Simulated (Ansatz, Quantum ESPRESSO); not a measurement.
# TbS (Fm-3m): phonons and their coupling to the electrons, part 3 of 4

How strong is the electron-phonon coupling in TbS (Fm-3m)?

Quantum ESPRESSO 7.5; DFT PBEsol, scalar-relativistic, plane waves, PseudoDojo norm-conserving, 4f in core pseudopotentials.

So far. Step 7 (Phonons on a q mesh): The acoustic modes at Γ come out as far as 6.2 cm⁻¹ from zero, where they should vanish, a small numerical error. Step 9 (Interpolated phonon bands): All branches are real along the path. The relaxed cell has a = 5.463 Å (conventional setting).

### Step 10. Density of states

Sums over the zone need many more wavevectors than were solved, so the interpolation is sampled on a dense mesh.

matdyn.in reads:

```
&INPUT
  asr    = 'crystal'
  flfrc  = 'x.fc'
  dos    = .true.
  fldos  = 'x.dos'
  nk1    = 14
  nk2    = 14
  nk3    = 14
  deltaE = 1.0
  la2F   = .true.
/
```

Launch:

```console
> matdyn.x -in matdyn.in > matdyn.out
```

Numbers of over 12 decimals in the logs are rounded to 6 here.

The log of the run:

```text
[banner, memory and clock lines left out]
Program MATDYN v.7.5

 mass for atomic type   1 not given; uses mass from file x.fc
 mass for atomic type   2 not given; uses mass from file x.fc
 Norm of the difference between old and new effective charges:    0.000000

 Norm of the difference between old and new force-constants:   6.61427e-05

     Message from routine matdyn:
     Z* not found in file x.fc, TO-LO splitting at q=0 will be absent!
 Norm of the difference between old and new effective charges:    0.000000

 Norm of the difference between old and new force-constants:   0.000392167

 Norm of the difference between old and new effective charges:    0.000000

 Norm of the difference between old and new force-constants:   0.000576922

 Norm of the difference between old and new effective charges:    0.000000

 Norm of the difference between old and new force-constants:   0.000474909

 Norm of the difference between old and new effective charges:    0.000000

 Norm of the difference between old and new force-constants:   0.000447915

 Norm of the difference between old and new effective charges:    0.000000

 Norm of the difference between old and new force-constants:   0.000449594

 Norm of the difference between old and new effective charges:    0.000000

 Norm of the difference between old and new force-constants:   0.000462359

 Norm of the difference between old and new effective charges:    0.000000

 Norm of the difference between old and new force-constants:   0.000483272

 Norm of the difference between old and new effective charges:    0.000000

 Norm of the difference between old and new force-constants:   0.000512387

 Norm of the difference between old and new effective charges:    0.000000

 Norm of the difference between old and new force-constants:   0.000548968

 Norm of the difference between old and new effective charges:    0.000000

 Norm of the difference between old and new force-constants:   0.000591411

Note: The following floating-point exceptions are signalling: IEEE_UNDERFLOW_FLAG
```

It took 11 s on 1 thread of Intel Xeon 6975P-C (Granite Rapids), shared host.

This step gave:

```
share of modes beyond 3i cm⁻¹ on the dense interpolated mesh : 0
electron-phonon coupling constant                            : 0.5821
logarithmic mean frequency weighted by the coupling          : 156.4 K
zero-point energy per atom                                   : 34.94 meV
heat capacity at 300 K                                       : 22.95 J/(mol atoms K)
vibrational entropy at 300 K                                 : 33.03 J/(mol atoms K)
```

The phonon density of states has structure finer than the step of the table below, so its rows give means over 10 cm⁻¹, whole bins alone (the curve runs from 0 to 306 cm⁻¹). Peaks (cm⁻¹: height): total 104.0: 0.105, 284.0: 0.236, 290.0: 0.224, 298.0: 0.136; S 286.0: 0.212, 290.0: 0.214, 298.0: 0.134; Tb 82.0: 0.0883, 104.0: 0.105, 284.0: 0.0258.

Tetrahedra. Table of phonon density of states by wavenumber; means over each step; values in 1/cm⁻¹/cell:

```csv
wavenumber (cm⁻¹),total,S,Tb
10,5.9e-5,1.0e-5,4.8e-5
20,5.4e-4,8.8e-5,4.5e-4
30,0.00150,2.4e-4,0.00126
40,0.00318,4.9e-4,0.00269
50,0.00524,7.6e-4,0.00448
60,0.00858,0.00116,0.00742
70,0.0177,0.00214,0.0156
80,0.0764,0.00731,0.0691
90,0.0829,0.00513,0.0778
100,0.0911,0.00180,0.0893
110,0.0130,8.9e-5,0.0129
120,0,0,0
130,0,0,0
140,0,0,0
150,0,0,0
160,0,0,0
170,0,0,0
180,0,0,0
190,0,0,0
200,0,0,0
210,0,0,0
220,0,0,0
230,0,0,0
240,0,0,0
250,0,0,0
260,0,0,0
270,0,0,0
280,0.0738,0.0657,0.00812
290,0.160,0.150,0.00999
300,0.0643,0.0633,0.00102
```

Harmonic thermodynamic functions per atom, summed over the density of states scaled to three modes an atom; melting is ignored. Thermodynamic functions:

| T (K) | F_vib (meV/atom) | S (J/mol-atom/K) | C_V (J/mol-atom/K) |
| --- | --- | --- | --- |
| 0 | 34.94 | 0 | 0 |
| 50 | 34.31 | 4.106 | 7.795 |
| 100 | 30.19 | 11.7 | 14.43 |
| 200 | 11.28 | 24.11 | 20.88 |
| 300 | -18.57 | 33.03 | 22.95 |
| 400 | -56.44 | 39.77 | 23.78 |
| 500 | -100.5 | 45.12 | 24.18 |
| 600 | -149.7 | 49.55 | 24.41 |
| 700 | -203 | 53.33 | 24.55 |
| 800 | -260 | 56.61 | 24.64 |
| 900 | -320.2 | 59.52 | 24.7 |
| 1000 | -383.3 | 62.12 | 24.75 |

λ by broadening:

```csv
broadening (Ry),lambda,N(E_F) (states/spin/Ry/cell),ω_log (K)
0.005,0.5263,5.251,158.4
0.01,0.5856,5.728,156.8
0.015,0.5959,5.713,156.5
0.02,0.5821,5.624,156.4
0.025,0.5709,5.551,156.4
0.03,0.5642,5.495,156.5
0.035,0.559,5.447,156.5
0.04,0.554,5.404,156.7
0.045,0.549,5.366,156.9
0.05,0.5439,5.332,157.3
```

The alpha^2 F has structure finer than the step of the table below, so its rows give means over 1 meV, whole bins alone (the curve runs from 0.062 to 38.0 meV). Peaks (meV: height): 10.7: 0.881, 12.8: 1.11, 35.1: 1.06, 35.8: 1.07, 36.9: 1.28.

Gaussian broadening 0.02 Ry. Table of alpha^2 F by phonon energy; means over each step:

phonon energy (meV), alpha^2 F and a bar:
```
        1       0.00 
        2       0.00 
        3       0.00 
        4       0.00 
        5       0.01 
        6       0.01 
        7       0.01 #
        8       0.02 #
        9       0.11 ####
       10       0.60 #######################
       11       0.65 ########################
       12       0.80 ##############################
       13       0.45 #################
       14       0.00 
       15       0.00 
       16       0.00 
       17       0.00 
       18       0.00 
       19       0.00 
       20       0.00 
       21       0.00 
       22       0.00 
       23       0.00 
       24       0.00 
       25       0.00 
       26       0.00 
       27       0.00 
       28       0.00 
       29       0.00 
       30       0.00 
       31       0.00 
       32       0.00 
       33       0.00 
       34       0.00 
       35       0.59 ######################
       36       0.65 ########################
       37       0.59 ######################
```

At 300 K the heat capacity has reached 92 % of the Dulong-Petit value.

[end of part 3 of 4]

[Host names and launcher messages were left out of these logs when they were recorded.]

[Logs are printed without paths, hosts, clocks, repeated set-up lines and the standing remarks that a program may print on its own settings, such as how far it seeks lower states.]

[Hosts, paths, dates, database ids (printed as entryN), source tags and the programs' standing remarks are cut or masked in the printed files.]
